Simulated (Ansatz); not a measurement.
# K2MoO4 (C2/m): the host for defect calculations, part 3 of 4

Aim: the runs on the perfect crystal K2MoO4 (C2/m) that a defect calculation needs first.

Ansatz 0.2.0; plane-wave PAW DFT, PBEsol; relaxation of the host's cell and atoms (the session's first sound run).

So far. Step 3 (Dielectric tensors of the host): The principal values of the electronic dielectric tensor are 2.71, 2.72 and 2.75. The principal values of the static dielectric tensor are 5.40, 6.48 and 13.84.

## Step 6: Defect free supercell relaxed from its symmetric sites

This cell, the one that will hold the defects, is built from the relaxed host. Its coarser k-points can move the atoms a little, so it is relaxed from the symmetric sites, as the reference for the test of stability.

This step: plane-wave PAW DFT, PBEsol; relaxation of the defect-free supercell from its symmetric sites (Ansatz 0.2.0).

Input file pristine.symmetric/input.yaml:

```yaml
crystal:
  lattice:
    - [-3.2427604863, 6.0559036979, 6.760402074]
    - [9.0488679841, 0.0, 6.7382876702]
    - [12.2916284704, 6.0559036979, -0.0221144038]
  atoms:
    - { symbol: K, position: [0.1376159315, 0.6272307276, 0.3623840685] }
    - { symbol: K, position: [0.1376159315, 0.6272307276, 0.8623840685] }
    - { symbol: K, position: [0.6376159315, 0.1272307276, 0.3623840685] }
    - { symbol: K, position: [0.6376159315, 0.1272307276, 0.8623840685] }
    - { symbol: K, position: [0.3623840685, 0.8727692724, 0.1376159315] }
    - { symbol: K, position: [0.3623840685, 0.8727692724, 0.6376159315] }
    - { symbol: K, position: [0.8623840685, 0.3727692724, 0.1376159315] }
    - { symbol: K, position: [0.8623840685, 0.3727692724, 0.6376159315] }
    - { symbol: K, position: [0.2037217892, 0.0473159383, 0.2962782108] }
    - { symbol: K, position: [0.2037217892, 0.0473159383, 0.7962782108] }
    - { symbol: K, position: [0.7037217892, 0.5473159383, 0.2962782108] }
    - { symbol: K, position: [0.7037217892, 0.5473159383, 0.7962782108] }
    - { symbol: K, position: [0.2962782108, 0.4526840617, 0.2037217892] }
    - { symbol: K, position: [0.2962782108, 0.4526840617, 0.7037217892] }
    - { symbol: K, position: [0.7962782108, 0.9526840617, 0.2037217892] }
    - { symbol: K, position: [0.7962782108, 0.9526840617, 0.7037217892] }
    - { symbol: Mo, position: [0.4750471373, 0.2994183099, 0.0249528627] }
    - { symbol: Mo, position: [0.4750471373, 0.2994183099, 0.5249528627] }
    - { symbol: Mo, position: [0.9750471373, 0.7994183099, 0.0249528627] }
    - { symbol: Mo, position: [0.9750471373, 0.7994183099, 0.5249528627] }
    - { symbol: Mo, position: [0.0249528627, 0.2005816901, 0.4750471373] }
    - { symbol: Mo, position: [0.0249528627, 0.2005816901, 0.9750471373] }
    - { symbol: Mo, position: [0.5249528627, 0.7005816901, 0.4750471373] }
    - { symbol: Mo, position: [0.5249528627, 0.7005816901, 0.9750471373] }
    - { symbol: O, position: [0.4143617626, 0.5109692439, 0.3469458855] }
    - { symbol: O, position: [0.4143617626, 0.5109692439, 0.8469458855] }
    - { symbol: O, position: [0.9143617626, 0.0109692439, 0.3469458855] }
    - { symbol: O, position: [0.9143617626, 0.0109692439, 0.8469458855] }
    - { symbol: O, position: [0.3469458855, 0.7277231081, 0.4143617626] }
    - { symbol: O, position: [0.3469458855, 0.7277231081, 0.9143617626] }
    - { symbol: O, position: [0.8469458855, 0.2277231081, 0.4143617626] }
    - { symbol: O, position: [0.8469458855, 0.2277231081, 0.9143617626] }
    - { symbol: O, position: [0.0856382374, 0.9890307561, 0.1530541145] }
    - { symbol: O, position: [0.0856382374, 0.9890307561, 0.6530541145] }
    - { symbol: O, position: [0.5856382374, 0.4890307561, 0.1530541145] }
    - { symbol: O, position: [0.5856382374, 0.4890307561, 0.6530541145] }
    - { symbol: O, position: [0.1530541145, 0.7722768919, 0.0856382374] }
    - { symbol: O, position: [0.1530541145, 0.7722768919, 0.5856382374] }
    - { symbol: O, position: [0.6530541145, 0.2722768919, 0.0856382374] }
    - { symbol: O, position: [0.6530541145, 0.2722768919, 0.5856382374] }
    - { symbol: O, position: [0.1365659233, 0.2246725225, 0.3634340767] }
    - { symbol: O, position: [0.1365659233, 0.2246725225, 0.8634340767] }
    - { symbol: O, position: [0.6365659233, 0.7246725225, 0.3634340767] }
    - { symbol: O, position: [0.6365659233, 0.7246725225, 0.8634340767] }
    - { symbol: O, position: [0.3634340767, 0.2753274775, 0.1365659233] }
    - { symbol: O, position: [0.3634340767, 0.2753274775, 0.6365659233] }
    - { symbol: O, position: [0.8634340767, 0.7753274775, 0.1365659233] }
    - { symbol: O, position: [0.8634340767, 0.7753274775, 0.6365659233] }
    - { symbol: O, position: [0.4753479877, 0.1423992758, 0.0246520123] }
    - { symbol: O, position: [0.4753479877, 0.1423992758, 0.5246520123] }
    - { symbol: O, position: [0.9753479877, 0.6423992758, 0.0246520123] }
    - { symbol: O, position: [0.9753479877, 0.6423992758, 0.5246520123] }
    - { symbol: O, position: [0.0246520123, 0.3576007242, 0.4753479877] }
    - { symbol: O, position: [0.0246520123, 0.3576007242, 0.9753479877] }
    - { symbol: O, position: [0.5246520123, 0.8576007242, 0.4753479877] }
    - { symbol: O, position: [0.5246520123, 0.8576007242, 0.9753479877] }
basis:
  ecutwfc: 420
  xc_grid: 2
hamiltonian:
  xc: pbesol
kpoints:
  mp_grid: { grid: [1, 1, 1], shift: [0.25, 0.25, 0.25] }
scf:
  occupations: { method: fermi_dirac, width: 0.01 }
  max_iter: 80
output:
  forces: true
relax:
  f_tol: 0.01
  max_steps: 60
  escape_saddle: false
checkpoint:
  write: "../pristine.symmetric.run"
  compress: false
  write_wavefunctions: false
  write_every: 100000
```

Started as:

```
$ ansatz run input.yaml --threads 4 --pin off --max-ram 14131MiB --backend cpu --events-out ev --progress --plain --runs-dir out
```

Numbers of over 12 decimals in the logs are rounded to 6 here.

Output:

```text
[...]
Crystal: 56 atoms, lattice volume = 1005.578 Å³
Basis set: ecut = 420 eV, 19613 PW (Γ), exchange–correlation on 144×160×192 points (8 copies of the dense FFT grid, shifted against one another)
Bands: 280, of which v1, the nominal top of the filled ones, is band 224 counted from 1 (223 counted from 0)
Symmetry: 8 space group operations
k-points: 1
[...]
SCF iter   1: F=—  HF=-81421.461474 eV  |F-HF|=—  |Δ(HF+E_count)|=         —  Δρ=1.14e-2  dr2=1.16e0  ethr=1.77e-3  ⟨swp⟩=6.0  Hψ=1126  notcnv=0
[...]
SCF iter   7: F=-81421.215507 eV  HF=-81421.215504 eV  |F-HF|=3.27e-6  |Δ(HF+E_count)|=   2.28e-6  Δρ=1.46e-5  dr2=2.17e-6  ethr=5.58e-10  ⟨swp⟩=3.0  Hψ=961  notcnv=0
SCF 1 converged in 7 iterations: F = -81421.215507 eV  dr2 = 2.17e-6
[...]
relax step   1: F+E_penalty+E_count = -81421.21550717 eV  Δ(F+E_penalty+E_count) = +0.000e0 eV  max|allowed force component| = 1.325e-2 eV/Å  Δτ_max = 0.0000 Å  (7 SCF iters, dr2 threshold 2.50e-6 eV, accepted)
[...]
SCF iter   8: F=-81421.215602 eV  HF=-81421.215602 eV  |F-HF|=1.31e-8  |Δ(HF+E_count)|=   1.82e-8  Δρ=1.37e-6  dr2=2.16e-8  ethr=2.23e-11  ⟨swp⟩=3.0  Hψ=684  notcnv=0
SCF 2 converged in 8 iterations: F = -81421.215602 eV  dr2 = 2.16e-8
relax step   2: F+E_penalty+E_count = -81421.21560213 eV  Δ(F+E_penalty+E_count) = -9.496e-5 eV  max|allowed force component| = 8.628e-3 eV/Å  Δτ_max = 0.0060 Å  (8 SCF iters, accepted)
SCF converged after 8 iterations
Free energy (F): -81421.215602 eV
[...]
Internal energy: -81421.215602 eV  (E = F + TS)
E sigma→0 (E₀):  -81421.215602 eV
Fermi energy:    5.684398 eV
[...]
--- Forces (eV/Å), atoms counted from 1 ---
  atom   1  K     -0.00249874    -0.00166724    -0.00203718
  atom   2  K     -0.00249874    -0.00166724    -0.00203718
  atom   3  K     -0.00249874    -0.00166724    -0.00203718
  atom   4  K     -0.00249874    -0.00166724    -0.00203718
  atom   5  K      0.00249874     0.00166724     0.00203718
  atom   6  K      0.00249874     0.00166724     0.00203718
  atom   7  K      0.00249874     0.00166724     0.00203718
  atom   8  K      0.00249874     0.00166724     0.00203718
  atom   9  K     -0.00259317    -0.00017878     0.00073277
  atom  10  K     -0.00259317    -0.00017878     0.00073277
  atom  11  K     -0.00259317    -0.00017878     0.00073277
  atom  12  K     -0.00259317    -0.00017878     0.00073277
  atom  13  K      0.00259317     0.00017878    -0.00073277
  atom  14  K      0.00259317     0.00017878    -0.00073277
  atom  15  K      0.00259317     0.00017878    -0.00073277
  atom  16  K      0.00259317     0.00017878    -0.00073277
  atom  17  Mo    -0.00208064    -0.00286117    -0.00862794
  atom  18  Mo    -0.00208064    -0.00286117    -0.00862794
  atom  19  Mo    -0.00208064    -0.00286117    -0.00862794
  atom  20  Mo    -0.00208064    -0.00286117    -0.00862794
  atom  21  Mo     0.00208064     0.00286117     0.00862794
  atom  22  Mo     0.00208064     0.00286117     0.00862794
  atom  23  Mo     0.00208064     0.00286117     0.00862794
  atom  24  Mo     0.00208064     0.00286117     0.00862794
  atom  25  O      0.00531033     0.00230053     0.00052764
  atom  26  O      0.00531033     0.00230053     0.00052764
  atom  27  O      0.00531033     0.00230053     0.00052764
  atom  28  O      0.00531033     0.00230053     0.00052764
  atom  29  O     -0.00180004    -0.00238771    -0.00587971
  atom  30  O     -0.00180004    -0.00238771    -0.00587971
  atom  31  O     -0.00180004    -0.00238771    -0.00587971
  atom  32  O     -0.00180004    -0.00238771    -0.00587971
  atom  33  O     -0.00531033    -0.00230053    -0.00052764
  atom  34  O     -0.00531033    -0.00230053    -0.00052764
  atom  35  O     -0.00531033    -0.00230053    -0.00052764
  atom  36  O     -0.00531033    -0.00230053    -0.00052764
  atom  37  O      0.00180004     0.00238771     0.00587971
  atom  38  O      0.00180004     0.00238771     0.00587971
  atom  39  O      0.00180004     0.00238771     0.00587971
  atom  40  O      0.00180004     0.00238771     0.00587971
[...]
atom  45  O      0.00140586    -0.00291913     0.00223376
  atom  46  O      0.00140586    -0.00291913     0.00223376
  atom  47  O      0.00140586    -0.00291913     0.00223376
  atom  48  O      0.00140586    -0.00291913     0.00223376
  atom  49  O      0.00210101     0.00231177     0.00347743
  atom  50  O      0.00210101     0.00231177     0.00347743
  atom  51  O      0.00210101     0.00231177     0.00347743
  atom  52  O      0.00210101     0.00231177     0.00347743
  atom  53  O     -0.00210101    -0.00231177    -0.00347743
  atom  54  O     -0.00210101    -0.00231177    -0.00347743
  atom  55  O     -0.00210101    -0.00231177    -0.00347743
  atom  56  O     -0.00210101    -0.00231177    -0.00347743
  max |Σ_I F_I| component: 5.20e-18 eV/Å
--- Relaxed structure (2 steps of the walk, 2 accepted, 0 SCFs on fresh bases) ---
  F+E_penalty+E_count = -81421.21560213 eV   max|allowed force component| = 8.628e-3 eV/Å
  atoms:
    - { symbol: K, position: [0.137646, 0.627487, 0.362459] }
    - { symbol: K, position: [0.137646, 0.627487, 0.862459] }
    - { symbol: K, position: [0.637646, 0.127487, 0.362459] }
    - { symbol: K, position: [0.637646, 0.127487, 0.862459] }
    - { symbol: K, position: [0.362354, 0.872513, 0.137541] }
    - { symbol: K, position: [0.362354, 0.872513, 0.637541] }
    - { symbol: K, position: [0.862354, 0.372513, 0.137541] }
    - { symbol: K, position: [0.862354, 0.372513, 0.637541] }
    - { symbol: K, position: [0.203960, 0.047131, 0.296569] }
    - { symbol: K, position: [0.203960, 0.047131, 0.796569] }
    - { symbol: K, position: [0.703960, 0.547131, 0.296569] }
    - { symbol: K, position: [0.703960, 0.547131, 0.796569] }
    - { symbol: K, position: [0.296040, 0.452869, 0.203431] }
    - { symbol: K, position: [0.296040, 0.452869, 0.703431] }
    - { symbol: K, position: [0.796040, 0.952869, 0.203431] }
    - { symbol: K, position: [0.796040, 0.952869, 0.703431] }
    - { symbol: Mo, position: [0.474936, 0.299415, 0.024859] }
    - { symbol: Mo, position: [0.474936, 0.299415, 0.524859] }
    - { symbol: Mo, position: [0.974936, 0.799415, 0.024859] }
    - { symbol: Mo, position: [0.974936, 0.799415, 0.524859] }
    - { symbol: Mo, position: [0.025064, 0.200585, 0.475141] }
    - { symbol: Mo, position: [0.025064, 0.200585, 0.975141] }
    - { symbol: Mo, position: [0.525064, 0.700585, 0.475141] }
    - { symbol: Mo, position: [0.525064, 0.700585, 0.975141] }
    - { symbol: O, position: [0.414548, 0.510740, 0.346678] }
    - { symbol: O, position: [0.414548, 0.510740, 0.846678] }
    - { symbol: O, position: [0.914548, 0.010740, 0.346678] }
    - { symbol: O, position: [0.914548, 0.010740, 0.846678] }
    - { symbol: O, position: [0.347102, 0.727963, 0.414178] }
    - { symbol: O, position: [0.347102, 0.727963, 0.914178] }
    - { symbol: O, position: [0.847102, 0.227963, 0.414178] }
    - { symbol: O, position: [0.847102, 0.227963, 0.914178] }
    - { symbol: O, position: [0.085452, 0.989260, 0.153322] }
    - { symbol: O, position: [0.085452, 0.989260, 0.653322] }
    - { symbol: O, position: [0.585452, 0.489260, 0.153322] }
    - { symbol: O, position: [0.585452, 0.489260, 0.653322] }
    - { symbol: O, position: [0.152898, 0.772037, 0.085822] }
    - { symbol: O, position: [0.152898, 0.772037, 0.585822] }
    - { symbol: O, position: [0.652898, 0.272037, 0.085822] }
    - { symbol: O, position: [0.652898, 0.272037, 0.585822] }
    - { symbol: O, position: [0.136809, 0.224372, 0.363728] }
    - { symbol: O, position: [0.136809, 0.224372, 0.863728] }
    - { symbol: O, position: [0.636809, 0.724372, 0.363728] }
    - { symbol: O, position: [0.636809, 0.724372, 0.863728] }
    - { symbol: O, position: [0.363191, 0.275628, 0.136272] }
    - { symbol: O, position: [0.363191, 0.275628, 0.636272] }
    - { symbol: O, position: [0.863191, 0.775628, 0.136272] }
    - { symbol: O, position: [0.863191, 0.775628, 0.636272] }
    - { symbol: O, position: [0.475291, 0.142003, 0.025008] }
    - { symbol: O, position: [0.475291, 0.142003, 0.525008] }
    - { symbol: O, position: [0.975291, 0.642003, 0.025008] }
    - { symbol: O, position: [0.975291, 0.642003, 0.525008] }
    - { symbol: O, position: [0.024709, 0.357997, 0.474992] }
    - { symbol: O, position: [0.024709, 0.357997, 0.974992] }
    - { symbol: O, position: [0.524709, 0.857997, 0.474992] }
    - { symbol: O, position: [0.524709, 0.857997, 0.974992] }
```

Elapsed: 10 s, on 4 threads of Arm Neoverse V2, shared host; peak memory 1.8 GiB; 39 s of CPU time.

Step by step:

| step | energy less that of the first step (eV) | largest force component (eV/Å) |
| --- | --- | --- |
| 1 | 0.0000 | 0.0132 |
| 2 | -0.0001 | 0.0086 |

The run keeps the 8 symmetry operations that it works with, so distortions that break them were not tested.

First to last step the energy falls by 0.000 eV; the largest move, 0.006 Å, is that of O33 and 7 other atoms alike.

(Continued in part 4 of 4.)

[Logs are printed without paths, hosts, clocks, repeated set-up lines and the standing remarks that a program may print on its own settings, such as how far it seeks lower states.]

[Hosts, paths, dates, database ids (printed as entryN), source tags and the programs' standing remarks are cut or masked in the printed files.]

[Runs of the host that timed out are not shown.]

[For some hosts the program warned that the k-mesh of the response run may be too coarse for force constants and the static dielectric constant; such warnings are not always shown.]
